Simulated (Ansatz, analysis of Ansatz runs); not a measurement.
# A hop of Li in CsLiBr2 (P4/nmm), charge +1, part 3 of 3

How high is the barrier when Li changes place in CsLiBr2 (P4/nmm)? The case: Li_i hop between interstitial places, charge +1, in a cell of 64 host atoms with 1 Li put in.

Ansatz 0.2.0; plane-wave PAW DFT, PBEsol; nudged elastic band between two relaxed defect structures at fixed charge in a uniform background.

So far, barrier forward (eV): step 4 (nudged elastic band, charge +1) 0.735.

## Step 5: Single point at the start point, PBEsol, denser k-mesh

Three single points on a mesh of more k-points (start, top, end) test the sampling. The start is shown; top and end are run alike.

This step: plane-wave PAW DFT, PBEsol; single point of a defect supercell on a structure of the PBEsol path.

Input file qp1.start.mesh/input.yaml:

```yaml
crystal:
  lattice:
    - [10.21487075, 10.21487075, 0.0]
    - [-10.21487075, 10.21487075, 0.0]
    - [0.0, 0.0, 9.81108215]
  atoms:
    - { symbol: Cs, position: [0.12211828, 0.1222722, 0.29891783] }
    - { symbol: Cs, position: [0.36073864, 0.36097194, 0.27845833] }
[... 1 atom line left out ...]
    - { symbol: Cs, position: [0.37585335, 0.12603389, 0.69639975] }
[... 3 atom lines left out ...]
    - { symbol: Li, position: [0.37936513, 0.37949691, 0.90602321] }
[... 1 atom line left out ...]
    - { symbol: Br, position: [0.39434668, 0.39462285, 0.64579853] }
[... 1 atom line left out ...]
    - { symbol: Br, position: [0.37342472, 0.12115451, 0.33235623] }
[... 15 atom lines left out ...]
    - { symbol: Br, position: [0.39431966, 0.60557947, 0.35430796] }
[... 4 atom lines left out ...]
    - { symbol: Cs, position: [0.62391211, 0.12629012, 0.30406422] }
[... 1 atom line left out ...]
    - { symbol: Cs, position: [0.6388785, 0.36117773, 0.72186028] }
[... 1 atom line left out ...]
    - { symbol: Li, position: [0.62020439, 0.37955568, 0.09399918] }
[... 5 atom lines left out ...]
    - { symbol: Br, position: [0.60517488, 0.39470781, 0.35426164] }
[... 13 atom lines left out ...]
    - { symbol: Br, position: [0.60514224, 0.60557554, 0.64594853] }
[... 7 atom lines left out ...]
    - { symbol: Li, position: [0.499705, 0.49998867, 0.49999263] }
total_charge: 1
basis:
  ecutwfc: 420
  xc_grid: 2
hamiltonian:
  xc: pbesol
kpoints:
  mp_grid: { grid: [2, 2, 2], shift: [0.5, 0.5, 0.5] }
scf:
  occupations: { method: fixed }
  max_iter: 120
output:
  forces: true
  eigenvalues: true
checkpoint:
  write: "../qp1.start.mesh.run"
  compress: false
  write_wavefunctions: false
  write_every: 100000
```

Launch:

```sh
ansatz run input.yaml --threads 4 --pin off --max-ram 14131MiB --backend cpu --events-out ev --progress --plain --runs-dir out
```

Numbers of over 12 decimals in the logs are rounded to 6 here.

Log:

```text
[...]
Crystal: 65 atoms, lattice volume = 2047.447 Å³
Basis set: ecut = 420 eV, 39949 PW (Γ), exchange–correlation on 200×200×144 points (8 copies of the dense FFT grid, shifted against one another)
Bands: 274, of which v1, the nominal top of the filled ones, is band 209 counted from 1 (208 counted from 0)
Symmetry: 1 space group operations
[...]
k-points: 4 of 8 (time reversal used)
[...]
SCF iter   1: F=—  HF=-180503.871562 eV  |F-HF|=—  |Δ(HF+E_count)|=         —  Δρ=1.55e-3  dr2=7.87e-2  ethr=1.77e-3  ⟨swp⟩=6.0  Hψ=4160  notcnv=0  defer=252
[...]
SCF iter   7: F=-180503.842579 eV  HF=-180503.842579 eV  |F-HF|=4.83e-8  |Δ(HF+E_count)|=   5.65e-7  Δρ=6.73e-7  dr2=1.88e-8  ethr=2.39e-11  ⟨swp⟩=22.0  Hψ=6748  notcnv=0
SCF 1 converged in 7 iterations: F = -180503.842579 eV  dr2 = 1.88e-8
[...]
SCF converged after 7 iterations
Free energy (F): -180503.842579 eV
[...]
Internal energy: -180503.842579 eV  (E = F + TS)
E sigma→0 (E₀):  -180503.842579 eV
Fermi energy:    2.210058 eV
[...]
--- Forces (eV/Å), atoms counted from 1 ---
  atom   1  Cs     0.00031576    -0.00402230    -0.00085291
  atom   2  Cs    -0.00058801     0.00441935    -0.00145081
  [... 5 atoms left out ...]
  atom   8  Li    -0.00157745     0.00022745    -0.00006209
  [... 1 atom left out ...]
  atom  10  Br     0.00086245    -0.00502101    -0.00755756
  [... 1 atom left out ...]
  atom  12  Br    -0.00324240     0.00285814    -0.00042908
  [... 15 atoms left out ...]
  atom  28  Br    -0.00290194    -0.00170655     0.00892423
  [... 6 atoms left out ...]
  atom  35  Cs    -0.00227428    -0.00081814    -0.00230826
  [... 1 atom left out ...]
  atom  37  Li     0.00091116     0.00101737     0.00203295
  [... 5 atoms left out ...]
  atom  43  Br     0.00596988    -0.00046735     0.00862811
  [... 13 atoms left out ...]
  atom  57  Br     0.00140999     0.00186258    -0.00855103
  [... 7 atoms left out ...]
  atom  65  Li    -0.00124014     0.00393106     0.00152647
  max |Σ_I F_I| component: 1.12e-6 eV/Å
--- Band table (eV) ---
[...]
[... further k-points left out ...]
```

Run time: 1.7 min. Hardware: 4 threads of Arm Neoverse V1, shared host; peak memory 8.6 GiB; 6.9 min of CPU time.

Numbers from this step:

```yaml
free_energy: -180503.8426 eV
```

## Step 6: Barrier from single points, PBEsol, denser k-mesh

Analysis of the runs above: barrier from PBEsol single points on the PBEsol path.

It gives:

- barrier forward: 0.7347 eV
- barrier backward: 0.7348 eV
- end less start: -9.61e-5 eV

This gives 0.735 eV against the band's 0.735 eV (backward 0.735 against 0.735 eV). This mesh holds only the band's own point and its sign variants, so it tests the average over those and no finer sampling.

## Step 7: Single point at the start point, LDA

Three single points with LDA show how much the barrier depends on that choice; lattice and path are kept. The start is shown; top and end are run alike.

This step: plane-wave PAW DFT, LDA; single point of a defect supercell on a structure of the PBEsol path.

qp1.start.lda/input.yaml, as its differences from qp1.start.mesh/input.yaml of step 5:

```diff
@@ -35,5 +35,5 @@
 hamiltonian:
-  xc: pbesol
+  xc: lda
 kpoints:
-  mp_grid: { grid: [2, 2, 2], shift: [0.5, 0.5, 0.5] }
+  mp_grid: { grid: [1, 1, 1], shift: [0.25, 0.25, 0.25] }
 scf:
@@ -45,3 +45,3 @@
 checkpoint:
-  write: "../qp1.start.mesh.run"
+  write: "../qp1.start.lda.run"
   compress: false
```

Log:

```text
[...]
Crystal: 65 atoms, lattice volume = 2047.447 Å³
Basis set: ecut = 420 eV, 39949 PW (Γ), exchange–correlation on 200×200×144 points (8 copies of the dense FFT grid, shifted against one another)
Bands: 274, of which v1, the nominal top of the filled ones, is band 209 counted from 1 (208 counted from 0)
Symmetry: 1 space group operations
[...]
k-points: 1
[...]
SCF iter   1: F=—  HF=-177823.437041 eV  |F-HF|=—  |Δ(HF+E_count)|=         —  Δρ=3.99e-3  dr2=1.90e-1  ethr=1.77e-3  ⟨swp⟩=7.0  Hψ=940  notcnv=0  defer=61
[...]
SCF iter   7: F=-177823.340636 eV  HF=-177823.340636 eV  |F-HF|=1.03e-8  |Δ(HF+E_count)|=   1.53e-7  Δρ=1.11e-6  dr2=5.68e-8  ethr=2.39e-11  ⟨swp⟩=21.0  Hψ=1787  notcnv=0
SCF 1 converged in 7 iterations: F = -177823.340636 eV  dr2 = 5.68e-8
[...]
SCF converged after 7 iterations
Free energy (F): -177823.340636 eV
[...]
Internal energy: -177823.340636 eV  (E = F + TS)
E sigma→0 (E₀):  -177823.340636 eV
Fermi energy:    2.029682 eV
[...]
--- Forces (eV/Å), atoms counted from 1 ---
  atom   1  Cs     0.00033902    -0.00974425    -0.00138348
  atom   2  Cs    -0.00053510     0.00587242    -0.01467217
  [... 5 atoms left out ...]
  atom   8  Li    -0.00134753     0.00900649    -0.00497423
  [... 1 atom left out ...]
  atom  10  Br     0.00069952     0.03859349     0.00905527
  [... 1 atom left out ...]
  atom  12  Br    -0.00554476     0.00487269    -0.05004605
  [... 15 atoms left out ...]
  atom  28  Br     0.04064620    -0.00147491    -0.00772851
  [... 6 atoms left out ...]
  atom  35  Cs    -0.00359594    -0.00078073     0.01136506
  [... 1 atom left out ...]
  atom  37  Li    -0.00842670     0.00127635     0.00685644
  [... 5 atoms left out ...]
  atom  43  Br    -0.03785518    -0.00045090    -0.00792555
  [... 13 atoms left out ...]
  atom  57  Br     0.00142858    -0.04177691     0.00785346
  [... 7 atoms left out ...]
  atom  65  Li    -0.00112074     0.00327597     0.00138085
  max |Σ_I F_I| component: 5.62e-6 eV/Å
--- Band table (eV) ---
[...]
```

The job ended after 29 s (4 threads; peak memory 2.8 GiB; 1.9 min of CPU time).

Numbers from this step:

```yaml
free_energy: -177823.3406 eV
```

## Step 8: Barrier from single points, LDA

Analysis of the runs above: barrier from LDA single points on the PBEsol path.

It gives:

```yaml
barrier_forward: 0.6973 eV
barrier_backward: 0.6965 eV
end_less_start: 8.12e-4 eV
```

This gives 0.697 eV against the band's 0.735 eV.

## Step 9: Single point at the start point, r2SCAN

Three single points with a meta-GGA, at its higher cutoff of 500 eV, show what it does to the barrier on the path found. The start is shown; top and end are run alike.

This step: plane-wave PAW DFT, r2SCAN; single point of a defect supercell on a structure of the PBEsol path.

qp1.start.r2scan/input.yaml, as its differences from qp1.start.lda/input.yaml of step 7:

```diff
@@ -32,6 +32,6 @@
 basis:
-  ecutwfc: 420
+  ecutwfc: 500
   xc_grid: 2
 hamiltonian:
-  xc: lda
+  xc: r2scan
 kpoints:
@@ -45,3 +45,3 @@
 checkpoint:
-  write: "../qp1.start.lda.run"
+  write: "../qp1.start.r2scan.run"
   compress: false
```

Log:

```text
[...]
Crystal: 65 atoms, lattice volume = 2047.447 Å³
Basis set: ecut = 500 eV, 52011 PW (Γ), exchange–correlation on 216×216×144 points (8 copies of the dense FFT grid, shifted against one another)
Bands: 274, of which v1, the nominal top of the filled ones, is band 209 counted from 1 (208 counted from 0)
Symmetry: 1 space group operations
[...]
k-points: 1
[...]
SCF iter   1: F=—  HF=-183959.342534 eV  |F-HF|=—  |Δ(HF+E_count)|=         —  Δρ=2.87e-3  dr2=2.12e-1  dr2_τ=9.79e-2  ethr=1.77e-3  ⟨swp⟩=6.0  Hψ=995  notcnv=0  defer=63
[...]
SCF iter   7: F=-183959.948711 eV  HF=-183959.948711 eV  |F-HF|=6.78e-9  |Δ(HF+E_count)|=   1.15e-7  Δρ=5.09e-7  dr2=1.06e-8  dr2_τ=3.64e-10  ethr=2.39e-11  ⟨swp⟩=22.0  Hψ=1644  notcnv=0
SCF 1 converged in 7 iterations: F = -183959.948711 eV  dr2 = 1.06e-8
[...]
SCF converged after 7 iterations
Free energy (F): -183959.948711 eV
[...]
Internal energy: -183959.948711 eV  (E = F + TS)
E sigma→0 (E₀):  -183959.948711 eV
Fermi energy:    1.948639 eV
[...]
--- Forces (eV/Å), atoms counted from 1 ---
  atom   1  Cs     0.00032156     0.00923863    -0.02386734
  atom   2  Cs    -0.00078042     0.01549050     0.00705863
  [... 5 atoms left out ...]
  atom   8  Li    -0.00165250    -0.00593975     0.00210797
  [... 1 atom left out ...]
  atom  10  Br     0.00123993    -0.05932160    -0.01061224
  [... 1 atom left out ...]
  atom  12  Br     0.00191585    -0.00383791     0.02249065
  [... 15 atoms left out ...]
  atom  28  Br    -0.05693469    -0.00205238     0.01215831
  [... 6 atoms left out ...]
  atom  35  Cs    -0.01299681    -0.00105263    -0.01163734
  [... 1 atom left out ...]
  atom  37  Li     0.00698854     0.00120737     0.00002181
  [... 5 atoms left out ...]
  atom  43  Br     0.06060131    -0.00029163     0.01208275
  [... 13 atoms left out ...]
  atom  57  Br     0.00152126     0.05626564    -0.01170562
  [... 7 atoms left out ...]
  atom  65  Li    -0.00105926     0.00406335     0.00156612
  max |Σ_I F_I| component: 1.00e-3 eV/Å
--- Band table (eV) ---
[...]
```

The job ended after 48 s (4 threads; peak memory 4.1 GiB; 3.1 min of CPU time).

This step gave:

```
free energy : -183959.9487 eV
```

## Step 10: Barrier from single points, r2SCAN

Analysis of the runs above: barrier from r2SCAN single points on the PBEsol path.

It gives:

```
barrier forward  : 0.7622 eV
barrier backward : 0.7634 eV
end less start   : -0.001164 eV
```

This gives 0.762 eV against the band's 0.735 eV.

## Step 11: Results

```
barrier forward                                   : 0.73 eV
barrier backward                                  : 0.73 eV
end less start                                    : 0.00 eV
hop length                                        : 3.60 Å
band iterations, as the log counts them           : 6
barrier from single points, PBEsol, denser k-mesh : 0.73 eV
barrier from single points, LDA                   : 0.70 eV
barrier from single points, r2SCAN                : 0.76 eV
```

The top of the band lies 0.73 eV above the start and 0.73 eV above the end, which are alike in energy and neighbours. With an assumed prefactor of 1e13 per second it gives one hop a second along this one path at about 280 K; whether such hops link up through the crystal wasn't checked. At the top Li65 stands 2.31 Å from its nearest Br, 0.27 Å closer than at the start. Across functionals on this path (PBEsol 0.735, LDA 0.697 and r2SCAN 0.762 eV) the forward values spread by 0.065 eV. The order of the top as a saddle was not checked for all atoms, so a bent path could be lower. No image-charge correction is applied; it largely cancels along a path if the charge stays localised alike. Limits: one k-point off the zone centre stands for the whole zone; spin–orbit coupling, which can matter with heavy atoms, is left out.

[Logs are printed without paths, hosts, clocks, repeated set-up lines and the standing remarks that a program may print on its own settings, such as how far it seeks lower states.]

[Hosts, paths, dates, database ids (printed as entryN), source tags and the programs' standing remarks are cut or masked in the printed files.]
